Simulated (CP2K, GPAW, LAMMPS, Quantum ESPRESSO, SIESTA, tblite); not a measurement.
# What went wrong? CP2K on amorphous Si0.7Ge0.3 (120 atoms)

Program: CP2K 2026.2, a calculation on a cell of 84 Si and 36 Ge, 21.8 Å³ an atom.

Input file input.inp:

```
&GLOBAL
  PROJECT cell
  RUN_TYPE ENERGY_FORCE
  PRINT_LEVEL LOW
&END GLOBAL
&FORCE_EVAL
  METHOD QS
  STRESS_TENSOR ANALYTICAL
  &DFT
    BASIS_SET_FILE_NAME BASIS_MOLOPT
    POTENTIAL_FILE_NAME GTH_POTENTIALS
    &MGRID
      CUTOFF 350
      REL_CUTOFF 50
    &END MGRID
    &QS
      EPS_DEFAULT 1.0E-12
    &END QS
    &SCF
      SCF_GUESS ATOMIC
      EPS_SCF 1.0E-06
      MAX_SCF 50
      &DIAGONALIZATION
        ALGORITHM STANDARD
      &END DIAGONALIZATION
      &SMEAR ON
        METHOD FERMI_DIRAC
        ELECTRONIC_TEMPERATURE [K] 580
      &END SMEAR
      &MIXING
        METHOD BROYDEN_MIXING
        ALPHA 0.15
        NBROYDEN 8
      &END MIXING
      &PRINT
        &RESTART OFF
        &END RESTART
      &END PRINT
    &END SCF
    &XC
      &XC_FUNCTIONAL PBE
      &END XC_FUNCTIONAL
    &END XC
    &PRINT
      &MULLIKEN ON
      &END MULLIKEN
      &HIRSHFELD ON
        SHAPE_FUNCTION DENSITY
      &END HIRSHFELD
      &MO ON
        EIGENVALUES T
        OCCUPATION_NUMBERS T
        MO_INDEX_RANGE 229 240
        &EACH
          QS_SCF 0
        &END EACH
        ADD_LAST NUMERIC
      &END MO
    &END PRINT
  &END DFT
  &SUBSYS
    &CELL
      A 13.77040 0.00000 0.00000
      B 0.00000 13.77040 0.00000
      C 0.00000 0.00000 13.77040
    &END CELL
    &COORD
      Si 9.66393 2.05592 1.93818
      Si 10.43259 1.71139 5.64490
      Si 7.35794 7.11751 2.36080
      Si 4.58775 4.16169 8.48353
      Si 6.48889 13.72000 11.41305
      Si 7.53379 10.94526 6.28922
      Si 0.50868 2.28327 3.43916
      Si 11.27754 11.45023 2.31205
      Si 13.21931 11.31335 8.45709
      Si 10.05212 4.19501 3.00938
[... 106 atom lines left out ...]
      Ge 9.24338 11.25854 8.10071
      Ge 13.57045 1.65341 7.19848
      Ge 3.10344 2.36025 12.32809
      Ge 10.13970 9.05831 8.75963
    &END COORD
    &KIND Si
      BASIS_SET DZVP-MOLOPT-SR-GTH-q4
      POTENTIAL GTH-PBE-q4
    &END KIND
    &KIND Ge
      BASIS_SET DZVP-MOLOPT-SR-GTH-q4
      POTENTIAL GTH-PBE-q4
    &END KIND
  &END SUBSYS
  &PRINT
    &FORCES ON
    &END FORCES
    &STRESS_TENSOR ON
    &END STRESS_TENSOR
  &END PRINT
&END FORCE_EVAL
```

Launch:

```console
> OMP_NUM_THREADS=1 mpirun -np 4 cp2k.psmp -i input.inp > output.txt
```

Output:

```text
CP2K| version string:                                       CP2K version 2026.2
 CP2K| Input file name                                                 input.inp
 GLOBAL| Basis set file name                                        BASIS_MOLOPT
 GLOBAL| Potential file name                                      GTH_POTENTIALS
 GLOBAL| Run type                                                   ENERGY_FORCE
 GLOBAL| Total number of message passing processes                             4
 GLOBAL| Number of threads for this process                                    1
 *   ___                                                                       *
 *  /   \                                                                      *
 * [ABORT]                                                                     *
 *  \___/             Extra MOs (ADDED_MOS) are required for smearing          *
 *    |                                                                        *
 *  O/|                                                                        *
 * /| |                                                                        *
```

The job ended after 0.96 s (4 MPI ranks of Arm Neoverse N1, shared host; peak memory 0.6 GiB).

Banners, paths, timers and routine set-up lines are dropped from the logs unmarked, and long logs keep their key lines alone; longer cuts are marked.

Q: Find the fault and mend it.

Smearing without added orbitals: added orbitals 0. Mend: give ADDED_MOS, enough empty orbitals to hold the smearing.

The program stopped at the start.

[Also dropped from logs without a mark: logging warnings of Python, and SIESTA's first energy breakdown and zero terms.]

[Logs are printed without paths, hosts, clocks, repeated set-up lines and the standing remarks that a program may print on its own settings, such as how far it seeks lower states.]

[Hosts, paths, dates, database ids (printed as entryN), source tags and the programs' standing remarks are cut or masked in the printed files.]
